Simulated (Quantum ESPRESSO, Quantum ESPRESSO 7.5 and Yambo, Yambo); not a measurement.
**CdF2 (Fm-3m): G0W0 on several meshes in Yambo**

How does the mesh move the gap of CdF2 (Fm-3m)?

Calculated with Quantum ESPRESSO 7.5 and Yambo 5.3.0; PBE and many-body steps on it, plane waves.

### Step 1. The starting structure

The structure is cubic, space group Fm-3m (No. 225). Conventional cell: a = 5.388 Å, b = 5.388 Å, c = 5.388 Å, α = 90.00°, β = 90.00°, γ = 90.00°. Nearest to Cd lie 8 F at 2.33 Å. Nearest to F lie 4 Cd at 2.33 Å. Farther neighbours and most contacts between anions are not listed.

The cell and positions come from the Crystallography Open Database and are kept as given unless a step says otherwise.

### Step 2. Empty states on the mesh, 4×4×4 mesh, 478 bands

This step: Quantum ESPRESSO 7.5; DFT, PBE, plane waves, norm-conserving pseudopotentials.

The sums over transitions need many empty states on a uniform mesh; this step solves for them.

pw.in reads:

```
&control
  calculation = 'nscf'
  prefix = 'x'
  outdir = 'o'
  pseudo_dir = 'pseudo'
/
&system
  ibrav = 0
  nat = 3
  ntyp = 2
  ecutwfc = 94.0
  nbnd = 478
  force_symmorphic = .true.
/
&electrons
  conv_thr = 1e-9
  electron_maxstep = 80
  diago_full_acc = .true.
  diago_thr_init = 5e-6
/
ATOMIC_SPECIES
  Cd 112.41 Cd.upf
  F 18.998 F.upf
CELL_PARAMETERS angstrom
  0.0000000000 2.6940000000 2.6940000000
  2.6940000000 0.0000000000 2.6940000000
  2.6940000000 2.6940000000 -0.0000000000
ATOMIC_POSITIONS crystal
  Cd 0.0000000000 0.0000000000 0.0000000000
  F 0.2500000000 0.2500000000 0.2500000000
  F 0.7500000000 0.7500000000 0.7500000000
K_POINTS automatic
  4 4 4 0 0 0
```

Run with:

```bash
$ OMP_NUM_THREADS=1 mpirun -n 4 pw.x -nk 4 -in pw.in > pw.out
```

The log of the run:

```text
Program PWSCF v.7.5 starts

     This program is part of the open-source Quantum ESPRESSO suite
     for quantum simulation of materials; please cite
         "P. Giannozzi et al., J. Phys.:Condens. Matter 21 395502 (2009);
         "P. Giannozzi et al., J. Phys.:Condens. Matter 29 465901 (2017);
         "P. Giannozzi et al., J. Chem. Phys. 152 154105 (2020);
     in publications or presentations arising from this work. More details at

     Atomic positions and unit cell read from directory:
     o/x.save/

     Message from routine setup:
[...]
77.7756  78.0206  79.5497  79.5497  79.7154  79.7154  80.7871  80.7871
     [... 48 further rows ...]
   291.4416 292.3405 292.6191 292.6191 293.1318 295.0307 295.0307 296.3639
   296.3639 296.7682 298.8677 299.4142 299.4142 300.0088

          k = 0.3536 0.0000 0.0000 (  4064 PWs)   bands (ev):

     [... further k-points ...]

     highest occupied, lowest unoccupied level (ev):     6.5299    9.6539

     XML data file, pseudopotentials, collected wavefunctions

=------------------------------------------------------------------------------=
   JOB DONE.
=------------------------------------------------------------------------------=
```

Wall time 50 s (4 MPI ranks of Intel Xeon 6975P-C (Granite Rapids), shared host); peak memory 0.99 GiB; 3.3 min of CPU time.

This step gave:

```yaml
gap: 3.124 eV
k_of_the_valence_top: 0.25, -0.5, -0.25
k_of_the_conduction_bottom: 0, 0, 0
least_direct_gap: 3.619 eV
k_points_computed: 8
lowest_point_of_the_top_converged_band_above_the_valence_top: 290.2509 eV
```

On this mesh the gap is 3.124 eV.

The density comes from a self-consistent run that is not shown.

### Step 3. Conversion and set-up

This step: Yambo 5.3.0; conversion and set-up on PBE, plane waves, norm-conserving pseudopotentials.

The states are converted to the many-body program's format and the q mesh is built.

Run with:

```bash
$ (cd o/x.save; p2y > p2y.log; mv SAVE ../..); yambo > setup.log
```

The log of the run:

```text
 Yambo, version 5.3.0

 [02] CORE Variables Setup
 =========================

  [02.01] Unit cells
  ==================

  Cell kind             :  FCC
  Atoms in the cell     :  Cd  F
  number of Cd atoms    :  1
  number of F  atoms    :  2

  List of atomic masses
  Mass of Cd    :  112.4100
  Mass of F     :  18.99800

  List of atomic coordinates    : [cc]
  Cd1       :  0.000000  0.000000  0.000000  order 1
  F1       :  2.545461  2.545461  2.545461  order 2
  F2       :  7.636383  7.636383  7.636383  order 3

  Alat factors          :  5.090922  5.090922  5.090922 [a.u.]
[...]
==========================================

 IBZ Q-points                                      :   8
 BZ  Q-points                                      :   64

 K/Q-points units:
 rlu = crystal or reduced units; cc = cartesian coordinates; iku = interal k-units

 Q [1]          [rlu]:  0.000000  0.000000  0.000000
 Q [2]          [rlu]:  0.14198E-16 -0.27435E-16  0.25000
 Q [3]          [rlu]: -0.28396E-16  0.54870E-16 -0.50000
[...]
Q [7]          [rlu]: -0.13177E-16 -0.50000     -0.50000
 Q [8]          [rlu]:  0.250000 -0.500000 -0.250000

  [03.01] X indexes
  =================

   [03.01.01] Sigma indexes
   ========================

 [06] Game Over & Game summary
```

It took 3 s on 1 MPI rank; peak memory 0.25 GiB.

### Step 4. 4×4×4

G0W0 replaces the xc potential by the self-energy, built once from these orbitals. Only a window of levels is corrected, while the sums run over the empty bands that the input names.

This step: G0W0 on PBE, plane waves, norm-conserving pseudopotentials.

gw2.in reads:

```
HF_and_locXC
gw0
dyson
ppa
em1d
rim_cut
RandQpts= 1000000
RandGvec= 1 RL
EXXRLvcs= 94 Ry
VXCRLvcs= 376 Ry
Chimod= "HARTREE"
% BndsRnXp
 1 | 205 |
%
NGsBlkXp= 17 Ry
% LongDrXp
 1 | 1 | 1 |
%
% GbndRnge
 1 | 205 |
%
DysSolver= "n"
ExtendOut
PPAPntXp= 27.21138 eV
% QPkrange
 8 | 8 | 16 | 19 |
 1 | 1 | 16 | 19 |
%
```

Run with:

```bash
$ OMP_NUM_THREADS=1 mpirun -n 4 yambo -F gw2.in -J gw2 -C gw2 > gw2.log
```

The log of the run:

```text
 Yambo, version 5.3.0

 [02] CORE Variables Setup
 =========================

  [... cell, symmetries and grids as in the set-up ...]

  [02.05] Energies & Occupations
  ==============================

  [X] === General ===
  [X] Electronic Temperature                        :  0.000000  0.000000 [eV K]
  [X] Bosonic    Temperature                        :  0.000000  0.000000 [eV K]
  [X] Finite Temperature mode                       : no
  [X] El. density                                   :  0.86947E+24 [cm-3]
  [X] Fermi Level                                   :  6.529887 [eV]

  [X] === Gaps and Widths ===
  [X] Conduction Band Min                           :  3.123994 [eV]
  [X] Valence Band Max                              :  0.000000 [eV]
  [X] Filled Bands                                  :  17
  [X] Empty Bands                                   :    18   478
  [X] Direct Gap                                    :  3.619366 [eV]
  [X] Direct Gap localized at k                     :  1
  [X] Indirect Gap                                  :  3.123994 [eV]
  [X] Indirect Gap between kpts                     :   8   1
  [X] Last valence band width                       :  0.495373 [eV]
  [X] 1st conduction band width                     :  4.976967 [eV]

 [03] Transferred momenta grid and indexing
 ==========================================

 IBZ Q-points                                      :   8
 BZ  Q-points                                      :   64

 K/Q-points units:
 rlu = crystal or reduced units; cc = cartesian coordinates; iku = interal k-units

 Q [1]          [rlu]:  0.000000  0.000000  0.000000
 Q [2]          [rlu]:  0.14198E-16 -0.27435E-16  0.25000
 Q [3]          [rlu]: -0.28396E-16  0.54870E-16 -0.50000
 Q [4]          [rlu]:  0.65886E-17  0.25000      0.25000
 Q [5]          [rlu]: -0.68688E-17  0.25000      0.50000
 Q [6]          [rlu]:  0.27115E-16  0.25000     -0.25000
 Q [7]          [rlu]: -0.13177E-16 -0.50000     -0.50000
 Q [8]          [rlu]:  0.250000 -0.500000 -0.250000

 [04] Coloumb potential Random Integration (RIM)
 ===============================================

  [04.01] RIM initialization
  ==========================

  * Diagonal components only detected *

  8 x (sBL volume)        :  0.117498 [a.u.]
  sBZ random points       :  1000000
  Points outside the sBZ  :   7999624
  RL volume               :  0.939984 [a.u.]
  Integrated volume       :  0.940028 [a.u.]

  [04.02] RIM integrals
  =====================

  Gamma point sphere radius             :  0.088844 [a.u.]
  Points outside the sphere             :   799635
  [Int_sBZ(q=0) 1/q^2]*(Vol_sBZ)^(-1/3) =:  7.763403
                                 should be <:  7.795600

  Summary of Coulomb integrals for non-metallic bands |Q|[au] RIM/Bare

  Q [1] 0.100000E-4 0.995870 * Q [2] 0.267211 1.065611
  Q [4] 0.308548 1.063726 * Q [6] 0.436353 1.025826
  Q [5] 0.511670 1.019349 * Q [3] 0.534422 1.016307
  Q [7] 0.617097 1.012926 * Q [8] 0.689935 1.009939

 [WARNING] [Xp] User bands 1-205 break level degeneracy

 [05] Dipoles
 ============

  [05.01] Setup: observables and procedures
  =========================================

 [06] Dynamic Dielectric Matrix (PPA)
 ====================================

 [WR./gw2//ndb.pp]---------------------------------------------------------------
  Brillouin Zone Q/K grids (IBZ/BZ)                :    8   64    8   64
  RL vectors                                       :   4957 [WF]
  Coulomb cutoff potential                         : none
  Electronic Temperature                           :  0.000000 [K]
  Bosonic    Temperature                           :  0.000000 [K]
  PPA    diel. fun.  energies                      : Perdew, Burke & Ernzerhof(X)+Perdew, Burke & Ernzerhof(C)
  wavefunctions                                    : Perdew, Burke & Ernzerhof(X)+Perdew, Burke & Ernzerhof(C)
  Global Gauge                                     : length
  X matrix size                                    :   339
  X band range                                     :    1  205
  X e/h energy range                               : -1.000000 -1.000000 [eV]
  X Time ordering                                  : R
  X Hxc Kernel                                     : HARTREE
  X Drude frequency                                :  0.000000  0.000000
  X poles                                          :  100.0000 [o/o]
  RL vectors in the sum                            :   4957
  [r,Vnl] included                                 : yes
  Field direction                                  :  0.577350E-5  0.577350E-5  0.577350E-5
  BZ energy Double Grid                            : no
  BZ energy DbGd points                            : 0
  BZ Q point size factor                           : -1.000000
  X Optical Averaged directions                    : none

 [07] Local Exchange-Correlation + Non-Local Fock
 ================================================

 [VXC] Plane waves :   32647
 [EXS] Plane waves :   4111

 QP @ state[ 1 ] K range:  1  1
 QP @ state[ 1 ] b range:  16  19
 QP @ state[ 2 ] K range:   8   8
 QP @ state[ 2 ] b range:  16  19

 [xc] Functional : Perdew, Burke & Ernzerhof(X)+Perdew, Burke & Ernzerhof(C)
 [xc] LIBXC used to calculate xc functional
  PP Number of Atomic Species                      :  2
  NLCC RL compoments                               :   32647
  PP Number of Atomic Species                      :  2
  NLCC RL compoments                               :   32647

 [xc] E_xc :  -24.65860 [Ha]
      E_xc :  -49.31721 [Ry]

  Local XC kind (lXC) : Perdew, Burke & Ernzerhof(X)+Perdew, Burke & Ernzerhof(C)
  Non-Local XC kind (nlXC) : Hartree-Fock

  Corrections @ K [1] :  [eV]
 <16|nlXC|16> = -32.28243  0.83992E-17 <16|lXC|16> = -24.99306  0.000000
 <17|nlXC|17> = -32.28237 -0.16456E-16 <17|lXC|17> = -24.99306  0.000000
 <18|nlXC|18> = -7.990550  0.16803E-17 <18|lXC|18> = -12.40280  0.000000
 <19|nlXC|19> = -4.689356 -0.82543E-18 <19|lXC|19> = -10.20232  0.94408E-16

  Corrections @ K [8] :  [eV]
 <16|nlXC|16> = -30.52773  0.14086E-16 <16|lXC|16> = -23.13818  0.18882E-15
 <17|nlXC|17> = -31.53442  0.92918E-17 <17|lXC|17> = -24.39237 -0.11801E-16
 <18|nlXC|18> = -10.76329  0.19865E-17 <18|lXC|18> = -16.75171  0.000000
 <19|nlXC|19> = -6.368119 -0.64711E-18 <19|lXC|19> = -10.95815  0.94408E-16

  [07.01] Hartree-Fock occupations report
  =======================================

  [Hartree-Fock] === General ===
  [Hartree-Fock] Electronic Temperature             :  0.000000  0.000000 [eV K]
  [Hartree-Fock] Bosonic    Temperature             :  0.000000  0.000000 [eV K]
  [Hartree-Fock] Finite Temperature mode            : no
  [Hartree-Fock] El. density                        :  0.86947E+24 [cm-3]
  [Hartree-Fock] Fermi Level                        :  6.529887 [eV]

  [Hartree-Fock] === Gaps and Widths ===
  [Hartree-Fock] Conduction Band Min                :  4.990525 [eV]
  [Hartree-Fock] Valence Band Max                   : -0.088828 [eV]
  [Hartree-Fock] Filled Bands                       :  17
  [Hartree-Fock] Empty Bands                        :    18   478
  [Hartree-Fock] Direct Gap                         :  5.439230 [eV]
  [Hartree-Fock] Direct Gap localized at k          :  2
  [Hartree-Fock] Indirect Gap                       :  5.079353 [eV]
  [Hartree-Fock] Indirect Gap between kpts          :   7   2
  [Hartree-Fock] Last valence band width            :  7.695860 [eV]
  [Hartree-Fock] 1st conduction band width          :  9.098857 [eV]

 [08] Dyson equation: Newton solver
 ==================================

  [08.01] G0W0 (W PPA)
  ====================

  [  GW  ] Bands range     :    1  205
  [GW/PPA] G damping       :  0.100000 [eV]

  QP @ state[ 1 ] K range:  1  1
  QP @ state[ 1 ] b range:  16  19
  QP @ state[ 2 ] K range:   8   8
  QP @ state[ 2 ] b range:  16  19

   Sc/G bands                                       :    1  205
   Sc/G damping                                     :  0.100000 ev
   Sc bands terminator                              : no
   Sx RL components                                 :   4111

   QP @ state[ 1 ] K range                          :  1  1
   QP @ state[ 1 ] b range                          :  16  19
   QP @ state[ 2 ] K range                          :   8   8
   QP @ state[ 2 ] b range                          :  16  19
   GF energies kind                                 : Perdew, Burke & Ernzerhof(X)+Perdew, Burke & Ernzerhof(C)
   GF WF`s kind                                     : Perdew, Burke & Ernzerhof(X)+Perdew, Burke & Ernzerhof(C)
   Xs energies kind                                 : Perdew, Burke & Ernzerhof(X)+Perdew, Burke & Ernzerhof(C)
   Xs WF`s kind                                     : Perdew, Burke & Ernzerhof(X)+Perdew, Burke & Ernzerhof(C)

 [11] Game Over & Game summary
```

Elapsed: 5 min, on 4 MPI ranks; peak memory 1.9 GiB.

This step gave:

* G0W0 gap on the points computed: 5.394 eV
* starting gap on the mesh: 3.124 eV
* k of the valence top: 0.25, -0.5, -0.25
* k of the conduction bottom: 0, 0, 0
* least direct G0W0 gap on the computed points: 6.155 eV
* Z at the valence top: 0.7943
* Z at the conduction bottom: 0.8686

The gap on the mesh goes from 3.12 eV to 5.39 eV, a correction of +2.27 eV.

### Step 5. Empty states on the mesh, 2×2×2 mesh, 205 bands

This step: Quantum ESPRESSO 7.5; DFT, PBE, plane waves, norm-conserving pseudopotentials.

Changes to pw.in since step 2:

```diff
@@ -11,3 +11,3 @@
   ecutwfc = 94.0
-  nbnd = 478
+  nbnd = 205
   force_symmorphic = .true.
@@ -32,2 +32,2 @@
 K_POINTS automatic
-  4 4 4 0 0 0
+  2 2 2 0 0 0
```

Run with:

```bash
$ OMP_NUM_THREADS=1 mpirun -n 4 pw.x -nk 4 -in pw.in > pw.out
```

The log of the run:

```text
[banner, memory and clock lines left out]
Program PWSCF v.7.5 starts

     Atomic positions and unit cell read from directory:
     o/x.save/

     Message from routine setup:
     using ibrav=0 with symmetry is DISCOURAGED, use correct ibrav instead

     Message from routine divide_et_impera:
     suboptimal parallelization: some nodes have no k-points

     G-vector sticks info

     bravais-lattice index     =            0
     lattice parameter (alat)  =       7.1997  a.u.
     unit-cell volume          =     263.8878 (a.u.)^3
     number of atoms/cell      =            3
[...]
169.7429 169.7429 170.2170 170.2170 171.7330

          k =-0.3536-0.3536 0.3536 (  4092 PWs)   bands (ev):

[...]
[... 14 further rows ...]
[...]
165.7607 166.3660 166.3660 166.8700 166.8700

          k =-0.7071 0.0000 0.0000 (  4088 PWs)   bands (ev):

[...]
77.9952  77.9952  78.6680  78.6680  79.5503  80.5634  83.2863  83.4189
     [... 14 further rows ...]
   155.0374 155.2082 156.6264 156.6264 158.4283 158.4884 159.3551 161.2590
   161.2590 161.6489 161.6489 164.3502 165.1140

     highest occupied, lowest unoccupied level (ev):     6.4411    9.6539

     XML data file, pseudopotentials, collected wavefunctions
```

It took 8 s on 4 MPI ranks; peak memory 0.45 GiB; 31 s of CPU time.

Numbers from this step:

```
gap                                                           : 3.213 eV
k of the valence top                                          : 0, -0.5, -0.5
k of the conduction bottom                                    : 0, 0, 0
least direct gap                                              : 3.619 eV
k points computed                                             : 3
lowest point of the top converged band, above the valence top : 158.6729 eV
```

On this mesh the gap is 3.213 eV.

[end of part 1 of 2]

[Paths, hosts, dates, memory and timing lines, banners, echoed tables and standing remarks are left out of the program output.]

[Logs are printed without paths, hosts, clocks, repeated set-up lines and the standing remarks that a program may print on its own settings, such as how far it seeks lower states.]

[Runs of the session that timed out or met a known fault of the program may be left out.]

[Hosts, paths, dates, database ids (printed as entryN), source tags and the programs' standing remarks are cut or masked in the printed files.]
